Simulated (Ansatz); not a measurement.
# A hypothetical structure for TiC2, part 2 of 2

Starting from a made-up structure for TiC2, the aim is the relaxed cell, its shortest contacts and, where a second run follows, its electronic structure.

Ansatz 0.2.0; DFT, PBE, plane-wave PAW, files of the set soft_1, scalar-relativistic, no spin, cell and ions relaxed at zero pressure; PAW set soft_1 (the session's first sound run).

So far: Starting point; Relaxation of the guess. The relaxed cell has a, b, c = 3.142, 4.371, 4.410 Å (conventional setting).

### Step 3. Electronic structure of the relaxed cell

With the geometry fixed, one more self-consistent run, with a narrower smearing and the mesh shown in its input, gives the bands, and its pressure, and its forces where symmetry allows any, show how far the geometry depends on these settings.

This step: DFT, PBE, plane-wave PAW, files of the set soft_1, scalar-relativistic, no spin, bands and density of states at the relaxed cell; PAW set soft_1 (Ansatz 0.2.0).

input.yaml

```yaml
crystal:
  lattice:
    - [4.4097476166, 0.0, 0.0]
    - [0.0, 4.3709439934, 0.0]
    - [0.0, 0.0, 3.1418445979]
  atoms:
    - { symbol: Ti, position: [0.0, 0.0, 0.0] }
    - { symbol: Ti, position: [0.5, 0.5, 0.5] }
    - { symbol: C, position: [0.847977948, 0.5000000335, 0.0] }
    - { symbol: C, position: [0.152022052, 0.4999999665, 0.0] }
    - { symbol: C, position: [0.652022052, 3.35e-08, 0.5] }
    - { symbol: C, position: [0.347977948, 0.9999999665, 0.5] }
kpoints:
  mp_grid: { grid: [8, 8, 10] }
  band_path:
    path:
      - [[0.0, 0.0, 0.0], [0.0, 0.0, -0.5], [0.0, -0.5, -0.5], [0.0, -0.5, 0.0], [0.0, 0.0, 0.0], [-0.5, 0.0, 0.0], [-0.5, 0.0, -0.5], [-0.5, -0.5, -0.5], [-0.5, -0.5, 0.0], [-0.5, 0.0, 0.0]]
      - [[0.0, -0.5, 0.0], [-0.5, -0.5, 0.0]]
      - [[-0.5, 0.0, -0.5], [0.0, 0.0, -0.5]]
      - [[0.0, -0.5, -0.5], [-0.5, -0.5, -0.5]]
    npoints: 6
scf:
  occupations: { method: fermi_dirac, width: 0.03 }
  n_extra_bands: 10
hamiltonian:
  xc: pbe
  pseudopotentials: { kind: paw, azcp: { folder: soft_1 } }
output:
  forces: true
  stress: true
  write_bands: true
  dos: { projected: true }
  write_density: true
  write_potential: true
  elf: true
  volumetric_format: npy
```

On the command line:

```bash
> ansatz run input.yaml --threads 4 --pin off --max-ram 10240MiB --backend cpu --events-out ev --progress --plain --runs-dir out
```

Numbers of over 12 decimals in the logs are rounded to 6 here.

Log:

```text
[...]
Crystal: 6 atoms, lattice volume = 60.558 Å³
Basis set: ecut = 420 eV, 1191 PW (Γ), exchange–correlation on 60×60×48 points (8 copies of the dense FFT grid, shifted against one another)
Bands: 30, of which v1, the nominal top of the filled ones, is band 20 counted from 1 (19 counted from 0)
Symmetry: 16 space group operations
[...]
k-points: 150 of 640
[...]
SCF iter   1: F=—  HF=-6004.036344 eV  |F-HF|=—  |Δ(HF+E_count)|=         —  Δρ=1.10e-1  dr2=9.07e0  ethr=3.10e-3  ⟨swp⟩=4.5  Hψ=15622  notcnv=0
[...]
SCF iter   8: F=-6002.040113 eV  HF=-6002.040113 eV  |F-HF|=3.82e-9  |Δ(HF+E_count)|=   1.52e-7  Δρ=7.48e-6  dr2=2.23e-8  ethr=2.50e-10  ⟨swp⟩=12.4  Hψ=30153  notcnv=0
SCF 1 converged in 8 iterations: F = -6002.040113 eV  dr2 = 2.23e-8
[...]
NSCF: frozen V_eff on 76 k-points
SCF converged after 8 iterations
Free energy (F): -6002.040113 eV
[...]
Internal energy: -6002.028631 eV  (E = F + TS)
E sigma→0 (E₀):  -6002.034372 eV
Entropy (-TS):   -0.011483 eV (-1.914 meV/atom)
Fermi energy:    12.297117 eV
[...]
--- Forces (eV/Å), atoms counted from 1 ---
  atom   1  Ti     0.00000000     0.00000000    -0.00000000
  atom   2  Ti     0.00000000    -0.00000000    -0.00000000
  atom   3  C     -0.01636832    -0.00000000     0.00000000
  atom   4  C      0.01636832     0.00000000    -0.00000000
  atom   5  C      0.01636832    -0.00000000    -0.00000000
  atom   6  C     -0.01636832    -0.00000000     0.00000000
  max |Σ_I F_I| component: 4.16e-17 eV/Å
--- Stress (GPa, compression-positive) ---
        0.134295       0.000000       0.000000
        0.000000       0.465374      -0.000000
        0.000000      -0.000000      -0.529858
  P = ⅓ Tr σ = 0.0233 GPa (0.233 kbar)
--- Band table (eV; the first three rows and the last of 150) ---
  k-point 0: bands = [... 16 lower, 9.1609, 10.1779, 10.5914, 10.6846, 12.2720, 12.6552, 12.9178, 12.9464, ... 6 higher]
  k-point 1: bands = [... 16 lower, 8.9328, 10.0690, 10.3564, 11.0408, 12.3927, 12.8417, 13.0111, 13.2365, ... 6 higher]
  k-point 2: bands = [... 16 lower, 9.2409, 9.7281, 9.8027, 11.9902, 12.7214, 12.7387, 13.2820, 13.6776, ... 6 higher]
  k-point 149: bands = [... 16 lower, 7.7799, 7.7799, 11.1322, 11.1322, 13.0854, 13.0854, 13.9106, 13.9106, ... 6 higher]
```

It took 5.4 s on 4 threads of Intel Xeon Platinum 8488C (Sapphire Rapids), shared host; peak memory 0.56 GiB.

Numbers from this step:

| Quantity | Value |
| --- | --- |
| free energy | -6002.0401 eV |
| energy at zero smearing | -6002.0344 eV |
| smearing term TS | 0.01148 eV |
| Fermi energy | 12.30 eV |
| symmetry operations | 16 |
| pressure | 0.02327 GPa |

From bands.tsv, the bands that come nearest the Fermi level along the path, at its corners, in eV from the Fermi level:

| point | band 17 | band 18 | band 19 | band 20 | band 21 | band 22 | band 23 | band 24 |
| --- | --- | --- | --- | --- | --- | --- | --- | --- |
| Γ | -3.14 | -2.12 | -1.71 | -1.61 | -0.03 | 0.36 | 0.62 | 0.65 |
| X | -3.02 | -3.02 | -1.14 | -1.14 | 0.73 | 0.73 | 2.03 | 2.03 |
| S | -4.27 | -4.27 | 0.02 | 0.02 | 1.25 | 1.25 | 1.34 | 1.34 |
| Y | -2.91 | -2.91 | -0.92 | -0.92 | 0.21 | 0.21 | 1.08 | 1.08 |
| Γ | -3.14 | -2.12 | -1.71 | -1.61 | -0.03 | 0.36 | 0.62 | 0.65 |
| Z | -2.60 | -2.60 | 0.14 | 0.14 | 0.32 | 0.32 | 1.11 | 1.11 |
| U | -3.67 | -3.67 | -2.75 | -2.75 | -0.70 | -0.70 | 1.38 | 1.38 |
| R | -4.52 | -4.52 | -1.16 | -1.16 | 0.79 | 0.79 | 1.61 | 1.61 |
| T | -3.17 | -3.17 | -0.18 | -0.18 | 1.56 | 1.56 | 1.84 | 1.84 |
| Z | -2.60 | -2.60 | 0.14 | 0.14 | 0.32 | 0.32 | 1.11 | 1.11 |
| Y | -2.91 | -2.91 | -0.92 | -0.92 | 0.21 | 0.21 | 1.08 | 1.08 |
| T | -3.17 | -3.17 | -0.18 | -0.18 | 1.56 | 1.56 | 1.84 | 1.84 |
| U | -3.67 | -3.67 | -2.75 | -2.75 | -0.70 | -0.70 | 1.38 | 1.38 |
| X | -3.02 | -3.02 | -1.14 | -1.14 | 0.73 | 0.73 | 2.03 | 2.03 |
| S | -4.27 | -4.27 | 0.02 | 0.02 | 1.25 | 1.25 | 1.34 | 1.34 |
| R | -4.52 | -4.52 | -1.16 | -1.16 | 0.79 | 0.79 | 1.61 | 1.61 |

Counts of states for the cell as run, both spins, by energy window (eV from the Fermi level):

```
from  to  total
  -8  -7   2.60
  -7  -6   1.46
  -6  -5   2.41
  -5  -4   4.45
  -4  -3   3.46
  -3  -2   0.65
  -2  -1   1.08
  -1   0   2.74
   0   1   3.66
   1   2   5.71
   2   3   2.98
```

Below -8 eV lie 21.2 more states.

Electrostatic potential energy in the ac plane at fractional y = 0.000, with atoms of Ti and C within 0.2 Å of it. With pseudopotentials it is smooth inside the atoms' cores, unlike the true potential.

Values in eV, 9 rows by 14 columns, each cell a mean:
```
-31 -28 -17   4  11  14  15  15  15  13  10  -4 -22 -30
-23 -17  -4   8  10  11  12  13  12  10   9   4  -9 -21
 -2   2   7   3  -8 -11   0   5  -5 -12  -4   7   5   0
 10  11   9 -13 -38 -42 -24 -13 -35 -42 -31  -1  10  11
 12  12   8 -19 -43 -47 -32 -20 -41 -47 -37  -4  10  12
  6   8   9  -3 -22 -27 -10  -2 -19 -27 -16   4   9   7
-15  -9   2   7   5   5   9  11   7   4   6   6  -2 -12
-30 -25 -12   6  11  13  14  15  14  13  10   0 -18 -28
-30 -30 -20   2  11  14  15  15  15  14   9  -7 -25 -31
```
Columns run along a (4.4 Å; values clipped at the 3rd and 97th percentile), rows up along c (3.1 Å). Atoms in or near the plane, at fractional coordinates: Ti at (0.00, 0.00), C at (0.65, 0.50), C at (0.35, 0.50).

Valence density in the ac plane at fractional y = 0.000, with atoms of Ti and C within 0.2 Å of it. It is the smooth field of the valence electrons, not physical close to the nuclei.

Values in e/Å³, 9 rows by 14 columns, each cell a mean:
```
 9  6  2  0  0  0  0  0  0  0  0  1  3  7
 3  2  1  0  0  0  0  0  0  0  0  0  1  2
 0  0  1  1  1  1  1  1  1  1  1  1  0  0
 0  0  1  1  2  2  2  2  2  2  2  1  0  0
 0  0  1  1  2  2  2  2  2  2  2  1  0  0
 0  0  1  1  1  1  1  1  1  1  1  1  0  0
 1  1  1  1  1  1  1  0  1  1  1  1  1  1
 6  4  1  0  0  0  0  0  0  0  0  1  2  5
11  7  2  0  0  0  0  0  0  0  0  1  4  9
```
Columns run along a (4.4 Å), rows up along c (3.1 Å). Atoms in or near the plane, at fractional coordinates: Ti at (0.00, 0.00), C at (0.65, 0.50), C at (0.35, 0.50).

ELF in the ac plane at fractional y = 0.000, with atoms of Ti and C within 0.2 Å of it. It is the smooth field of the valence electrons, not physical close to the nuclei.

Ten even steps from '_' (0.05) to '@' (0.87), each cell a mean:
```
##%%++....::..__..::..::**%%
**++::==****++==++****----**
....==%%%%**##%%####@@##--..
..==@@@@==::##@@++::##@@##::
..++@@@@--__##@@==__++@@%%--
__::##@@##++##%%**++%%@@++..
==--::**%%##******##%%==::--
%%##==::--==::::--==--::++%%
**##**..______________::####
```
Columns run along a (4.4 Å), rows up along c (3.1 Å). Atoms in or near the plane, at fractional coordinates: Ti at (0.00, 0.00), C at (0.65, 0.50), C at (0.35, 0.50).

### Step 4. Summary of results

```json
{
  "space group, relaxed": "Immm",
  "conventional cell": "a = 3.142, b = 4.371, c = 4.410 Å; α = 90.0°, β = 90.0°, γ = 90.0°",
  "volume per atom": "10.09 Å³ (guess 12.08)"
}
```

**Reading.** TiC2 relaxes to Immm with a = 3.142, b = 4.371 and c = 4.410 Å. The guessed volume was 20 % too large. The symmetry rose from Pnnm to Immm, so the distortion of the structure type doesn't survive with these elements. Bands cross the Fermi level, so it is a metal or semimetal at this level. On the 8×8×10 mesh with the narrower smearing (relaxed on 6×5×9) the largest force component is 0.016 eV/Å and the largest stress component is 0.530 GPa, against the relaxation's thresholds of 0.015 eV/Å and 0.05 GPa. The cutoff wasn't tested. A vector of the cell changed its length by 18 %, more than the volume shows. No dispersion term is used, so weakly bound directions may come out too long. The runs have no spin, and magnetism wasn't tested. Nothing here tests whether the compound is stable against decomposition.

[Logs are printed without paths, hosts, clocks, repeated set-up lines and the standing remarks that a program may print on its own settings, such as how far it seeks lower states.]

[Hosts, paths, dates, database ids (printed as entryN), source tags and the programs' standing remarks are cut or masked in the printed files.]
